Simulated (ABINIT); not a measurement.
# Quasiparticle gap of H (I4/mmm) in ABINIT, part 2 of 2

Aim: the G0W0 gap of H (I4/mmm) on PBEsol, step by step.

ABINIT 10.8.3; PBEsol and many-body steps on it, plane waves. Known limits of the many-body steps: not at the basis limit; coarse k mesh.

So far. Step 2 (Ground state): The gap is indirect, with the least direct gap 0.22 eV higher. Step 3 (Bands along the symmetry lines): The gap is 9.437 eV, −0.002 eV from the run before at this level.

## (4) Empty states on the mesh, 4×4×4 mesh, 24 bands

Level of this step: DFT, PBEsol, plane waves, norm-conserving pseudopotentials (ABINIT).

The sums over transitions need many empty states on a uniform mesh; this step solves for them.

Input file run.abi:

```
acell 3*1.0 Angstrom
rprim 
  -2.159025810000 2.159025810000 1.853359060000
  2.159025810000 -2.159025810000 1.853359060000
  2.159025810000 2.159025810000 -1.853359060000
ntypat 1
znucl 1
natom 2
typat 1 1
xred 
  0.899945560000 0.899945560000 0.000000000000
  0.100054440000 0.100054440000 0.000000000000
pp_dirpath "pseudos"
pseudos "H.upf"
ecut 32
ngkpt 4 4 4
nshiftk 1
shiftk 0 0 0
kptopt 1
chksymbreak 0
iscf -2
irdden 1
istwfk *1
nband 24
nbdbuf 4
tolwfr 1e-09
nstep 60
prtvol 0
indata_prefix "in"
outdata_prefix "out"
tmpdata_prefix "tmp"
```

Started as:

```console
OMP_NUM_THREADS=1 mpirun -n 4 abinit run.abi > log
```

Numbers of over 12 decimals in the logs are rounded to 6 here.

Output:

```text
.Version 10.8.3 of ABINIT. v10.8.2 released Aug 2026.

 Symmetries : space group I4/m m m (#139); Bravais tI (body-center tetrag.)
[... echo of the input left out ...]
== DATASET  1 ==================================================================
-   mpi_nproc: 4, omp_nthreads: 1 (-1 if OMP is not activated)

--- !DatasetInfo
iteration_state: {dtset: 1, }
dimensions: {natom: 2, nkpt: 13, mband: 24, nsppol: 1, nspinor: 1, nspden: 1, mpw: 2041, }
cutoff_energies: {ecut:  32.0, pawecutdg:  -1.0, }
electrons: {nelect:   2.00000000E+00, charge:   0.00000000E+00, occopt:   1.00000000E+00, tsmear:   1.00000000E-02, }

 Real(R)+Recip(G) space primitive vectors, cartesian coordinates (Bohr,Bohr^-1):
 R(1)= -4.0799675  4.0799675  3.5023410  G(1)=  0.0000000  0.1225500  0.1427617
 R(2)=  4.0799675 -4.0799675  3.5023410  G(2)=  0.1225500  0.0000000  0.1427617
 R(3)=  4.0799675  4.0799675 -3.5023410  G(3)=  0.1225500  0.1225500  0.0000000
 Unit cell volume ucvol=  2.3320176E+02 bohr^3
 Angles (23,13,12)=  1.05619281E+02  1.05619281E+02  1.17484728E+02 degrees

 getcut: wavevector=  0.0000  0.0000  0.0000  ngfft=  36  36  36
         ecut(hartree)=     32.000   => boxcut(ratio)=   2.09487

--- Pseudopotential description ------------------------------------------------
- H Generated using ONCVPSP code by D. R. Hamann
-  1.00000   1.00000  180301                  znucl, zion, pspdat
12 -116133 1 -1 1180                          pspcod,pspxc,lmax,lloc,mmax
     nproj     2     1
  pspatm : epsatm=    0.35585368
         --- l  ekb(1:nproj) -->
             0   -1.674911   -0.523609
             1   -0.494138
 pspatm: atomic psp has been read  and splines computed

--------------------------------------------------------------------------------

================================================================================
 prteigrs : about to open file out_EIG
 Non-SCF case, kpt    1 (  0.00000  0.00000  0.00000), residuals and eigenvalues=
  4.15E-11  2.88E-11  1.28E-10  2.97E-11  8.64E-10  3.69E-10  1.74E-11  8.55E-12
  2.46E-11  7.99E-12  1.86E-11  9.88E-10  3.03E-11  7.79E-10  3.08E-11  6.52E-11
  2.55E-11  6.72E-10  9.66E-10  5.33E-10  2.86E-09  4.09E-07  1.40E-04  9.73E-06
 -3.6881E-01  1.0771E-01  2.6006E-01  3.9869E-01  3.9869E-01  4.8380E-01
  5.1186E-01  5.6599E-01  5.6599E-01  5.9052E-01  5.9052E-01  6.2949E-01
  6.3397E-01  9.8152E-01  1.0293E+00  1.0293E+00  1.0451E+00  1.2717E+00
  1.3910E+00  1.5273E+00  1.5563E+00  1.6338E+00  1.6347E+00  1.6492E+00
 prteigrs : prtvol=0 or 1, do not print more k-points.

--- !ResultsGS
iteration_state: {dtset: 1, }
comment   : Summary of ground state results
lattice_vectors:
- [ -4.0799675,   4.0799675,   3.5023410, ]
- [  4.0799675,  -4.0799675,   3.5023410, ]
- [  4.0799675,   4.0799675,  -3.5023410, ]
lattice_lengths: [   6.74972,    6.74972,    6.74972, ]
lattice_angles: [105.619, 105.619, 117.485, ] # degrees, (23, 13, 12)
lattice_volume:   2.3320176E+02
convergence: {deltae:  0.000E+00, res2:  0.000E+00, residm:  9.881E-10, diffor:  0.000E+00, }
etotal    :  -1.14743899E+00
entropy   :   0.00000000E+00
fermie    :  -3.27132083E-01
cartesian_stress_tensor: null
pressure_GPa: null
xred      :
- [  8.9995E-01,   8.9995E-01,  -3.2123E-18,  H]
- [  1.0005E-01,   1.0005E-01,  -3.5714E-19,  H]
cartesian_forces: null
force_length_stats: {min: null, max: null, mean: null, }

 Integrated electronic density in atomic spheres:
 ------------------------------------------------
 Atom  Sphere_radius  Integrated_density
    1        2.00000          1.49016409
    2        2.00000          1.49016409
================================================================================

 ----iterations are completed or convergence reached----

 Mean square residual over all n,k,spin=   26.045E-11; max=  98.814E-11
 reduced coordinates (array xred) for    2 atoms
       0.899945560000      0.899945560000     -0.000000000000
       0.100054440000      0.100054440000     -0.000000000000

 cartesian coordinates (angstrom) at end:
    1     -0.000000     0.000000     3.335845
    2     -0.000000    -0.000000     0.370874
 length scales=  1.889726125908  1.889726125908  1.889726125908 bohr
              =  1.000000000000  1.000000000000  1.000000000000 angstroms
 prteigrs : about to open file out_EIG
 Eigenvalues (hartree) for nkpt=  13  k points:
 kpt#   1, nband= 24, wtk=  0.01563, kpt=  0.0000  0.0000  0.0000 (reduced coord)
  -0.36881    0.10771    0.26006    0.39869    0.39869    0.48380    0.51186    0.56599
   0.56599    0.59052    0.59052    0.62949    0.63397    0.98152    1.02929    1.02929
   1.04508    1.27171    1.39101    1.52728    1.55635    1.63384    1.63471    1.64922
 prteigrs : prtvol=0 or 1, do not print more k-points.

== END DATASET(S) ==============================================================
================================================================================

 -outvars: echo values of variables after computation  --------
            nband          24
             nkpt          13
          spgroup         139
 [... the other variables as echoed above ...]

 Calculation completed.
```

It took 3 s on 4 MPI ranks of Arm Neoverse V1, shared host; peak memory 0.07 GiB; 11 s of CPU time.

This step gave:

| Quantity | Value |
| --- | --- |
| gap | 9.439 eV |
| k of the valence top | 0.5, 0.5, 0.5 |
| k of the conduction bottom | 0.5, 0, 0 |
| least direct gap | 9.657 eV |
| k points computed | 13 |
| lowest point of the top converged band, above the valence top | 41.17 eV |

On this mesh the gap is 9.439 eV.

## (5) Screening, 4×4×4 mesh, 20 bands, screening to 87.1 eV

The RPA dielectric matrix is built and inverted for each q.

This step: RPA screening on PBEsol, plane waves, norm-conserving pseudopotentials.

Changes to run.abi since step 4:

```diff
@@ -20,10 +20,11 @@
 chksymbreak 0
-iscf -2
-irdden 1
 istwfk *1
-nband 24
-nbdbuf 4
-tolwfr 1e-09
-nstep 60
-prtvol 0
+occopt 1
+irdwfk 1
+optdriver 3
+nband 20
+ecuteps 3.2
+inclvkb 2
+awtr 1
+symchi 1
 indata_prefix "in"
```

Output:

```text
.Version 10.8.3 of ABINIT. v10.8.2 released Aug 2026.

 Symmetries : space group I4/m m m (#139); Bravais tI (body-center tetrag.)
[... echo of the input left out ...]
== DATASET  1 ==================================================================
-   mpi_nproc: 4, omp_nthreads: 1 (-1 if OMP is not activated)

--- !DatasetInfo
iteration_state: {dtset: 1, }
dimensions: {natom: 2, nkpt: 13, mband: 20, nsppol: 1, nspinor: 1, nspden: 1, mpw: 2041, }
cutoff_energies: {ecut:  32.0, pawecutdg:  -1.0, }
electrons: {nelect:   2.00000000E+00, charge:   0.00000000E+00, occopt:   1.00000000E+00, tsmear:   1.00000000E-02, }

 SCREENING: Calculation of the susceptibility and dielectric matrices

 Based on a program developped by R.W. Godby, V. Olevano, G. Onida, and L. Reining.
 Incorporated in ABINIT by V. Olevano, G.-M. Rignanese, and M. Torrent.
.Using double precision arithmetic ; gwpc =  8

[... cell and pseudopotentials left out ...]
--------------------------------------------------------------------------------

 ==== K-mesh for the wavefunctions ====
 Number of points in the irreducible wedge :    13
[... list of points left out ...]
 Together with 16 symmetry operations and time-reversal symmetry
 yields    64 points in the full Brillouin Zone.

 ==== Q-mesh for the screening function ====
 Number of points in the irreducible wedge :    13
[... list of points left out ...]
 Together with 16 symmetry operations and time-reversal symmetry
 yields    64 points in the full Brillouin Zone.

 setmesh: FFT mesh size selected  =    20x   20x   20
          total number of points  =         8000

 vcoul_init : cutoff-mode = AUXILIARY_FUNCTION
 q-points for optical limit:   1
     1)      0.000010    0.000020    0.000030

- screening: taking advantage of time-reversal symmetry
- Maximum band index for partially occupied states nbvw = 1
- Remaining bands to be divided among processors   nbcw = 19
- Number of bands treated by each node ~4

 Number of electrons calculated from density =    2.0000; Expected =    2.0000
 average of density, n =  0.008576
 r_s =    3.0307
 omega_plasma =    8.9332 [eV]

 calculating chi0 at frequencies [eV] :
  1    0.000000E+00    0.000000E+00
  2    0.000000E+00    8.933151E+00

--------------------------------------------------------------------------------
  q-point number  1        q = ( 0.000000, 0.000000, 0.000000) [r.l.u.]
--------------------------------------------------------------------------------
[... chi0 elements left out ...]
 For q-point:  0.000010 0.000020 0.000030
  dielectric constant =   1.2862
  dielectric constant without local fields =   1.3704

  Average fulfillment of the sum rule on Im[epsilon] for q-point    1 :     65.81  [%]
[... wings left out ...]
  q-point number  2        q = ( 0.250000, 0.000000, 0.000000) [r.l.u.]
--------------------------------------------------------------------------------
[... chi0 elements left out ...]
  Average fulfillment of the sum rule on Im[epsilon] for q-point    2 :     87.88  [%]

 [... 11 further q-points ...]
```

Run time: 1.5 s. Hardware: 4 MPI ranks; peak memory 0.08 GiB; 5.7 s of CPU time.

Numbers from this step:

```yaml
eps_infinity_with_local_fields_on_this_mesh_along_the_program_s_q_direction: 1.286
the_same_without_local_fields: 1.370
plasma_frequency: 8.933 eV
plane_waves_in_the_screening_matrix: 71
```

Local fields lower ε∞ by 6 %. On a Γ-centred mesh this coarse the value itself is usually too large, while a short band sum pulls it down.

## (6) Self-energy, 4×4×4 mesh, 20 bands, screening to 87.1 eV

The self-energy is evaluated for the states that the input lists, and the levels follow from it, in one-shot runs by the linearised quasiparticle equation.

This step: G0W0 on PBEsol, plane waves, norm-conserving pseudopotentials.

Changes to run.abi since step 5:

```diff
@@ -23,8 +23,19 @@
 irdwfk 1
-optdriver 3
+optdriver 4
 nband 20
+gwcalctyp 0
+ecutsigx 32
+symsigma 1
+nkptgw 3
+kptgw 
+  0.5000000000 0.5000000000 0.5000000000
+  0.5000000000 0.0000000000 0.0000000000
+  0.0000000000 0.0000000000 0.0000000000
+bdgw 
+  1 4
+  1 3
+  1 3
 ecuteps 3.2
-inclvkb 2
-awtr 1
-symchi 1
+irdscr 1
+ppmodel 1
 indata_prefix "in"
```

Output:

```text
.Version 10.8.3 of ABINIT. v10.8.2 released Aug 2026.

 Symmetries : space group I4/m m m (#139); Bravais tI (body-center tetrag.)
[... echo of the input left out ...]
== DATASET  1 ==================================================================
-   mpi_nproc: 4, omp_nthreads: 1 (-1 if OMP is not activated)

--- !DatasetInfo
iteration_state: {dtset: 1, }
dimensions: {natom: 2, nkpt: 13, mband: 20, nsppol: 1, nspinor: 1, nspden: 1, mpw: 2041, }
cutoff_energies: {ecut:  32.0, pawecutdg:  -1.0, }
electrons: {nelect:   2.00000000E+00, charge:   0.00000000E+00, occopt:   1.00000000E+00, tsmear:   1.00000000E-02, }

 SIGMA: Calculation of the GW corrections

 Based on a program developped by R.W. Godby, V. Olevano, G. Onida, and L. Reining.
 Incorporated in ABINIT by V. Olevano, G.-M. Rignanese, and M. Torrent.
.Using double precision arithmetic ; gwpc =  8

[... cell and pseudopotentials left out ...]
--------------------------------------------------------------------------------

 ==== K-mesh for the wavefunctions ====
 Number of points in the irreducible wedge :    13
[... list of points left out ...]
 Together with 16 symmetry operations and time-reversal symmetry
 yields    64 points in the full Brillouin Zone.

 ==== Q-mesh for screening function ====
 Number of points in the irreducible wedge :    13
[... list of points left out ...]
 Together with 16 symmetry operations and time-reversal symmetry
 yields    64 points in the full Brillouin Zone.

 vcoul_init : cutoff-mode = AUXILIARY_FUNCTION
 q-points for optical limit:   1
     1)      0.000010    0.000020    0.000030
 setmesh: FFT mesh size selected  =    30x   30x   30
          total number of points  =        27000

 Number of electrons calculated from density =    2.0000; Expected =    2.0000
 average of density, n =  0.008576
 r_s =    3.0307
 omega_plasma =    8.9332 [eV]

 === KS Band Gaps ===
  >>>> For spin  1
   Minimum direct gap =   9.6574 [eV], located at k-point      :   0.5000  0.0000  0.0000
   Fundamental gap    =   9.4395 [eV], Top of valence bands at :   0.5000  0.5000  0.5000
                                       Bottom of conduction at :   0.5000  0.0000  0.0000
 SIGMA fundamental parameters:
 PLASMON POLE MODEL  1
 number of plane-waves for SigmaX                 2041
 number of plane-waves for SigmaC and W             71
 number of plane-waves for wavefunctions          2041
 number of bands                                    20
 number of independent spin polarizations            1
 number of spinorial components                      1
 number of k-points in IBZ                          13
 number of q-points in IBZ                          13
 number of symmetry operations                      16
 number of k-points in BZ                           64
 number of q-points in BZ                           64
 number of frequencies for dSigma/dE                 9
 frequency step for dSigma/dE [eV]                0.25
 number of omega for Sigma on real axis              0
 max omega for Sigma on real axis  [eV]           0.00
 zcut for avoiding poles [eV]                     0.10

 EPSILON^-1 parameters (SCR file):
 dimension of the eps^-1 matrix on file             71
 dimension of the eps^-1 matrix used                71
 number of plane-waves for wavefunctions          2041
 number of bands                                    20
 number of q-points in IBZ                          13
 number of frequencies                               2
 number of real frequencies                          1
 number of imag frequencies                          1

 matrix elements of self-energy operator (all in [eV])

 Perturbative Calculation

--- !SelfEnergy_ee
iteration_state: {dtset: 1, }
kpoint     : [   0.500,    0.500,    0.500, ]
spin       : 1
KS_gap     :   13.103
QP_gap     :   20.321
Delta_QP_KS:    7.217
data: !SigmaeeData |
     Band     E0 <VxcDFT>   SigX SigC(E0)      Z dSigC/dE  Sig(E)    E-E0       E
        1  -8.902 -12.272 -18.094   1.071   0.870  -0.149 -16.405  -4.134 -13.035
        2   4.202  -7.157  -2.533  -1.259   0.916  -0.091  -4.074   3.084   7.285
        3   4.246  -4.633  -1.165  -1.286   0.930  -0.075  -2.603   2.031   6.276
        4   4.246  -4.633  -1.165  -1.286   0.930  -0.075  -2.603   2.031   6.276

--- !SelfEnergy_ee
iteration_state: {dtset: 1, }
kpoint     : [   0.500,    0.000,    0.000, ]
spin       : 1
KS_gap     :    9.657
QP_gap     :   15.971
Delta_QP_KS:    6.314
data: !SigmaeeData |
     Band     E0 <VxcDFT>   SigX SigC(E0)      Z dSigC/dE  Sig(E)    E-E0       E
        1  -9.120 -11.975 -17.861   1.073   0.870  -0.149 -16.163  -4.189 -13.308
        2   0.538  -5.133  -1.705  -1.139   0.929  -0.077  -3.008   2.125   2.663
        3   5.982  -3.999  -0.985  -1.343   0.921  -0.086  -2.460   1.539   7.521

--- !SelfEnergy_ee
iteration_state: {dtset: 1, }
kpoint     : [   0.000,    0.000,    0.000, ]
spin       : 1
KS_gap     :   12.967
QP_gap     :   19.183
Delta_QP_KS:    6.216
data: !SigmaeeData |
     Band     E0 <VxcDFT>   SigX SigC(E0)      Z dSigC/dE  Sig(E)    E-E0       E
        1 -10.036 -10.761 -16.873   1.072   0.869  -0.151 -15.141  -4.379 -14.415
        2   2.931  -5.892  -2.746  -1.153   0.922  -0.085  -4.055   1.837   4.768
        3   7.077  -9.223  -3.355  -1.501   0.892  -0.121  -5.327   3.896  10.973

== END DATASET(S) ==============================================================
================================================================================

 -outvars: echo values of variables after computation  --------
           etotal      0.0000000000E+00
            nband          20
             nkpt          13
          spgroup         139
 [... the other variables as echoed above ...]

 Calculation completed.
```

Run time: 1.6 s. Hardware: 4 MPI ranks; peak memory 0.09 GiB; 6.1 s of CPU time.

This step gave:

* G0W0 gap on the points computed: 15.70 eV
* starting gap on the mesh: 9.439 eV
* k of the valence top: 0.5, 0.5, 0.5
* k of the conduction bottom: 0.5, 0, 0
* Z at the valence top: 0.87
* Z at the conduction bottom: 0.929
* least direct G0W0 gap on the computed points: 15.97 eV

The gap on the mesh goes from 9.44 eV to 15.70 eV, a correction of +6.26 eV.

Limits: finite bands, cutoff and mesh; coarse k mesh. v1 is the top filled band, c1 the lowest empty one. The levels before and after the correction (eV, zero at the valence-band top of each column):

|  | conduction bottom | valence top |
| --- | --- | --- |
| Kohn-Sham | 9.44 | 0.00 |
| G0W0 | 15.70 | 0.00 |

|  | level | energy (eV) |
| --- | --- | --- |
| Kohn-Sham | (0.5 0.5 0.5) v1 | 0.000 |
| Kohn-Sham | (0.5 0.5 0.5) c1 | 13.103 |
| Kohn-Sham | (0.5 0.5 0.5) c2-c3 | 13.148 |
| Kohn-Sham | (0.5 0 0) v1 | -0.218 |
| Kohn-Sham | (0.5 0 0) c1 | 9.439 |
| Kohn-Sham | (0.5 0 0) c2 | 14.884 |
| G0W0 | (0.5 0.5 0.5) v1 | 0.000 |
| G0W0 | (0.5 0.5 0.5) c1 | 20.320 |
| G0W0 | (0.5 0.5 0.5) c2-c3 | 19.311 |
| G0W0 | (0.5 0 0) v1 | -0.273 |
| G0W0 | (0.5 0 0) c1 | 15.698 |
| G0W0 | (0.5 0 0) c2 | 20.556 |

## (7) Where the time went

Times are wall times on 4 MPI ranks of Arm Neoverse V1, shared host, good to a factor of about two.

| step | time | share | memory (GiB) |
| --- | --- | --- | --- |
| ground state | 5.1 s | 36 % | 0.27 |
| bands along the symmetry lines | 3.2 s | 22 % | 0.25 |
| empty states on the mesh | 3 s | 21 % | 0.07 |
| screening | 1.5 s | 10 % | 0.08 |
| self-energy | 1.6 s | 11 % | 0.09 |

## (8) Outcome

| Property | Result |
| --- | --- |
| PBEsol gap | 9.44 eV, indirect |
| G0W0 gap on the mesh | 15.70 eV |
| GW settings | 4×4×4 mesh, 20 bands, screening to 87.1 eV, Godby-Needs plasmon pole |
| known limits | not at the basis limit; coarse k mesh |

**Reading.** G0W0 moves the gap on the mesh from 9.44 eV to 15.70 eV (+6.26 eV), with Z of 0.87 and 0.93 at the edges. Local fields lower the RPA ε∞ on this mesh from 1.37 to 1.29; a Γ-centred mesh this coarse tends to raise both, most where the direct gap is narrow, while a short band sum lowers them. Only 3 of the mesh's irreducible points were corrected, so a valley elsewhere could overtake. The dearest step here is «ground state». Bands and cutoff are finite, so the gap is not at the basis limit. The miss can reach some tenths of an eV and take either sign; the mesh is an error of its own. In the G0W0 run levels were corrected at 3 k points alone, so a gap called «on the mesh» is the least over those, and an edge elsewhere would be missed. The 4×4×4 mesh is coarse for this cell, which bears on the long-range parts of exchange and screening.

[Paths, hosts, dates, memory and timing lines, banners, echoed tables and standing remarks are left out of the program output.]

[Logs are printed without paths, hosts, clocks, repeated set-up lines and the standing remarks that a program may print on its own settings, such as how far it seeks lower states.]

[Runs of the session that timed out or met a known fault of the program may be left out.]

[Hosts, paths, dates, database ids (printed as entryN), source tags and the programs' standing remarks are cut or masked in the printed files.]

[G0W0 gaps are taken among the corrected bands and points alone; a level outside them can change the order at an edge.]

[Where Ansatz stands beside ABINIT at settings called matched, ABINIT's density can come from a denser mesh and the files from another edition; pairs whose starting gaps differed by over 0.03 eV were left out, so agreement reads better than it is.]
